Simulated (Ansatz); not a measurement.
# MgAu (Pm-3m): the cell at rest

Task: relax MgAu (Pm-3m) tightly.

Method: DFT PBEsol, scalar-relativistic, plane waves, PAW; PAW set soft_1, in Ansatz 0.2.0.

Most raw output is cut from this account.

The database entry behind the starting cell differs from later determinations by our own check (0.1 to 0.3 % short, probably kX units), so it need not match the best structure at ambient conditions.

## 1. Starting point

The structure is cubic, space group Pm-3m (No. 221). Conventional cell: a = 3.259 Å, b = 3.259 Å, c = 3.259 Å, α = 90.00°, β = 90.00°, γ = 90.00°. Nearest to Mg lie 8 Au at 2.82 Å. Au has 8 Mg at 2.82 Å nearest. Farther neighbours are not listed.

## 2. A coarse first look

A quick single point on a coarse mesh tells whether the cell has a gap and how far it is from rest, which sets the k mesh and smearing that follow.

input.yaml

```yaml
crystal:
  lattice:
    - [3.259, 0.0, 0.0]
    - [0.0, 3.259, 0.0]
    - [0.0, 0.0, 3.259]
  atoms:
    - { symbol: Mg, position: [0.5, 0.5, 0.5] }
    - { symbol: Au, position: [0.0, 0.0, 0.0] }
kpoints:
  mp_grid: { grid: [6, 6, 6] }
hamiltonian:
  xc: pbesol
  pseudopotentials: { kind: paw, azcp: { folder: soft_1 }, xc_functional: pbe }
scf:
  occupations: { method: gaussian, width: 0.1 }
output:
  forces: true
  stress: true
  eigenvalues: true
```

Run with:

```sh
$ ansatz run input.yaml --threads 4 --pin off --max-ram 10240MiB --backend cpu --events-out ev --progress --plain --runs-dir out
```

Run time: 0.48 s. Hardware: 4 threads of Arm Neoverse V1, shared host; peak memory 0.27 GiB.

Numbers from this step:

| Item | Value |
| --- | --- |
| pressure | 0.2984 GPa |
| volume per atom | 17.31 Å³ |
| gap on the k-mesh | 0 eV |

The coarse mesh shows no gap and a pressure of 0.3 GPa.

## 3. Bringing the structure to rest

The cell and atoms are relaxed, since residual forces and stress would shift the frequencies.

input.yaml, the sections that differ from step 2:

```yaml
kpoints:
  mp_grid: { grid: [14, 14, 14] }
output:
  forces: true
  stress: true
  eigenvalues: true
  write_density: true
  write_potential: true
  elf: true
  volumetric_format: npy
relax:
  adjacent_minimum: "off"
  f_tol: 0.005
  max_steps: 80
  cell: { stress_tol: 0.05 }
# crystal, hamiltonian, scf: as in step 2
```

Run time: 4.9 s. Hardware: 4 threads; peak memory 0.38 GiB.

Little changed from the start: no atom moved by 0.005 Å and no cell edge by 0.1 %.

This step gave:

| Item | Value |
| --- | --- |
| pressure | 2.53e-5 GPa |
| volume per atom | 17.29 Å³ |

Electrostatic potential energy in the ac plane at fractional y = 0.000, with atoms of Au within 0.2 Å of it. With pseudopotentials it is smooth inside the atoms' cores, unlike the true potential.

Values in eV, 14 rows by 14 columns, each cell a mean:
```
-36 -36 -32 -21  -1  12  15  16  15  10  -4 -23 -33 -36
-34 -32 -26 -12   5  13  16  16  15  12   2 -15 -27 -33
-25 -22 -13   0  10  14  16  16  16  14   8  -2 -15 -23
 -7  -4   3   9  13  15  16  16  16  15  13   8   2  -4
  9  10  12  14  15  16  16  16  16  15  15  14  12  10
 15  15  15  16  16  16  15  15  15  16  16  16  15  15
 16  16  16  16  16  16  15  15  15  16  16  16  16  16
 15  15  16  16  16  16  15  15  15  16  16  16  16  15
 12  12  13  14  15  16  16  16  16  16  15  14  13  12
 -3   0   6  11  14  15  16  16  16  15  13  10   5  -1
-23 -20 -11   1  11  14  16  16  16  14   9   0 -12 -21
-33 -31 -25 -11   6  13  16  16  15  12   3 -13 -26 -32
-36 -35 -31 -20   0  12  15  16  15  10  -4 -22 -32 -36
-36 -36 -33 -23  -3  12  15  16  15   9  -7 -25 -34 -36
```
Columns run along a (3.3 Å; values clipped at the 3rd and 97th percentile), rows up along c (3.3 Å). Atoms in or near the plane, at fractional coordinates: Au at (0.00, 0.00).

ELF in the ac plane at fractional y = 0.000, with atoms of Au within 0.2 Å of it. It is the smooth field of the valence electrons, not physical close to the nuclei.

Ten even steps from '0' (0.23) to '9' (0.87):
```
87543200000023457
65433100000013345
44332110000112334
33321111001111233
22111111001111112
10011111001111100
00001110000111000
00000000000000000
00000000000000000
00001110000111000
10011111001111100
22111111001111112
33321111001111233
44332110000112334
65433100000013345
87543200000023457
98643210000123468
```
Columns run along a (3.3 Å), rows up along c (3.3 Å). Atoms in or near the plane, at fractional coordinates: Au at (0.00, 0.00).

Valence density in the ac plane at fractional y = 0.000, with atoms of Au within 0.2 Å of it. It is the smooth field of the valence electrons, not physical close to the nuclei.

Values in e/Å³, 14 rows by 14 columns, each cell a mean:
```
13 11  7  3  1  0  0  0  0  0  1  4  7 11
 8  7  4  2  1  0  0  0  0  0  1  2  5  7
 4  3  2  1  0  0  0  0  0  0  1  1  2  4
 1  1  1  0  0  0  0  0  0  0  0  1  1  1
 1  0  0  0  0  0  0  0  0  0  0  0  0  0
 0  0  0  0  0  0  0  0  0  0  0  0  0  0
 0  0  0  0  0  0  0  0  0  0  0  0  0  0
 0  0  0  0  0  0  0  0  0  0  0  0  0  0
 0  0  0  0  0  0  0  0  0  0  0  0  0  0
 1  1  1  0  0  0  0  0  0  0  0  0  1  1
 4  3  2  1  0  0  0  0  0  0  0  1  2  3
 8  6  4  2  1  0  0  0  0  0  1  2  4  7
12 10  6  3  1  0  0  0  0  0  1  3  7 11
15 12  8  4  1  0  0  0  0  1  1  4  8 13
```
Columns run along a (3.3 Å), rows up along c (3.3 Å). Atoms in or near the plane, at fractional coordinates: Au at (0.00, 0.00).

In this step the volume went from 17.31 to 17.29 Å³/atom.

## 4. Tight relaxation

Phonons need a cell at rest on their own settings, so the relaxation is repeated with tight tolerances on forces and stress on the k mesh and occupations of the first response run.

input.yaml

```yaml
crystal:
  lattice:
    - [3.2581449078, 0.0, 0.0]
    - [0.0, 3.2581449078, 0.0]
    - [0.0, 0.0, 3.2581449078]
  atoms:
    - { symbol: Mg, position: [0.5, 0.5, 0.5] }
    - { symbol: Au, position: [0.0, 0.0, 0.0] }
kpoints:
  mp_grid: { grid: [16, 16, 16] }
hamiltonian:
  xc: pbesol
  pseudopotentials: { kind: paw, azcp: { folder: soft_1 }, xc_functional: pbe }
scf:
  occupations: { method: methfessel_paxton, width: 0.2 }
output:
  forces: true
  stress: true
  eigenvalues: true
relax:
  adjacent_minimum: "off"
  f_tol: 0.001
  max_steps: 60
  cell: { stress_tol: 0.01 }
```

Run time: 6.2 s. Hardware: 4 threads; peak memory 0.4 GiB.

Little changed from the start: no atom moved by 0.005 Å and no cell edge by 0.1 %.

Numbers from this step:

| Quantity | Value |
| --- | --- |
| pressure | 7.68e-5 GPa |
| volume per atom | 17.28 Å³ |

The forces vanish by symmetry and the pressure is 0.000 GPa, within the tolerances set. The cell now holds 17.28 Å³/atom.

## 5. What came out

```json
{
 "space group after relaxation (within 0.01 Å)": "Pm-3m",
 "lattice constant a": "3.257 Å",
 "lattice constant b": "3.257 Å",
 "lattice constant c": "3.257 Å",
 "volume per atom": "17.3 Å³"
}
```

**Reading.** The forces vanish by symmetry and the pressure is 0.000 GPa, within the tolerances set. The cell now holds 17.28 Å³/atom. The relaxation keeps the symmetry of its start, so it says nothing on stability against lower symmetry. The runs are without spin polarisation, although the cell has an odd electron count. Spin-orbit coupling is left out, which can matter for the heavy elements here. The PAW files were made for PBE and serve the other functionals too.

[Logs are printed without paths, hosts, clocks, repeated set-up lines and the standing remarks that a program may print on its own settings, such as how far it seeks lower states.]

[Hosts, paths, dates, database ids (printed as entryN), source tags and the programs' standing remarks are cut or masked in the printed files.]
